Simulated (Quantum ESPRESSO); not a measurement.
```json
{"subject": "Collinear magnetic orders of GeRh with Quantum ESPRESSO", "lattice_ang": [[4.9084, 0.0, 0.0], [0.0, 4.9084, 0.0], [0.0, 0.0, 4.9084]], "atoms": [["Ge", 0.1663, 0.3337, 0.6663], ["Ge", 0.3337, 0.6663, 0.1663], ["Ge", 0.6663, 0.1663, 0.3337], ["Ge", 0.8337, 0.8337, 0.8337], ["Rh", 0.8822, 0.6178, 0.3822], ["Rh", 0.6178, 0.3822, 0.8822], ["Rh", 0.3822, 0.8822, 0.6178], ["Rh", 0.1178, 0.1178, 0.1178]], "method": "PBEsol; plane waves with GBRV 1.5 PBEsol potentials, no spin-orbit coupling (and 1 further level or step)", "program": "Quantum ESPRESSO 7.5", "settings_of_one_run": "GBRV 1.5 PBEsol, potential files Ge: ge_pbesol_v1.4.uspp.F.UPF, Rh: rh_pbesol_v1.4.uspp.F.UPF, cutoff 544.23 eV, 6×6×6 k-mesh, 74 bands, fermi-dirac occupations, smearing width 0.1 eV, collinear spin, SCF threshold 1.60e-8, mesh matched on, starting moments 0 0 0 0 1 1 1 1 μB", "cost": "3 runs, 6.8 min in all on 4 MPI ranks of Arm Neoverse V2, shared host (the runs of this entry)", "results": {"lowest_state_found": "non-magnetic (from ferro ++++, antiferro ++-- and ferri +++-)", "largest_site_moment": "0 μB"}}
```

[Logs and program files are shortened in this print: banners, set-up blocks, solver, clock and traceback lines can be left out without a mark of their own.]

[Logs are printed without paths, hosts, clocks, repeated set-up lines and the standing remarks that a program may print on its own settings, such as how far it seeks lower states.]

[Hosts, paths, dates, database ids (printed as entryN), source tags and the programs' standing remarks are cut or masked in the printed files.]

[Where a cell is said to come from a database of computed structures, the database is the Materials Project.]
